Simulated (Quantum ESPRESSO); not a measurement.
Records of electronic-structure calculations.

```json
{"subject": "MnHg: energy against a fixed spin moment", "lattice_ang": [[3.315, 0.0, 0.0], [0.0, 3.315, 0.0], [0.0, 0.0, 3.315]], "atoms": [["Mn", 0.5, 0.5, 0.5], ["Hg", 0.0, 0.0, 0.0]], "method": "PBE; plane waves with GBRV 1.5 PBE potentials, no spin-orbit coupling (and 1 further level or step)", "program": "Quantum ESPRESSO 7.5", "settings_of_one_run": "GBRV 1.5 PBE, potential files Mn: mn_pbe_v1.5.uspp.F.UPF, Hg: hg_pbe_v1.uspp.F.UPF, cutoff 544.23 eV, 8×8×8 k-mesh, 22 bands, fermi-dirac occupations, smearing width 0.1 eV, collinear spin, SCF threshold 4.00e-9, starting moments 3.5 0 μB", "cost": "13 runs, 2.8 min in all on 2 MPI ranks of Arm Neoverse V1, shared host (the runs of this entry)", "notes": "The run is spin-polarised, with a total moment of 3.91 μB a cell (absolute 4.16). The cell holds one seeded atom, so opposed orders, which may lie lower, cannot form in it.", "results": {"moment_of_the_free_run": "3.91 μB a cell", "energy_at_zero_total_moment": "1425 meV a cell over the lowest", "delta_e_delta_m2_from_the_lowest_point_to_4p23_and_to_3p70_mu_b": "413 and 349 meV/μB²"}}
```

[Logs and program files are shortened in this print: banners, set-up blocks, solver, clock and traceback lines can be left out without a mark of their own.]

[Logs are printed without paths, hosts, clocks, repeated set-up lines and the standing remarks that a program may print on its own settings, such as how far it seeks lower states.]

[Hosts, paths, dates, database ids (printed as entryN), source tags and the programs' standing remarks are cut or masked in the printed files.]

[Where a cell is said to come from a database of computed structures, the database is the Materials Project.]
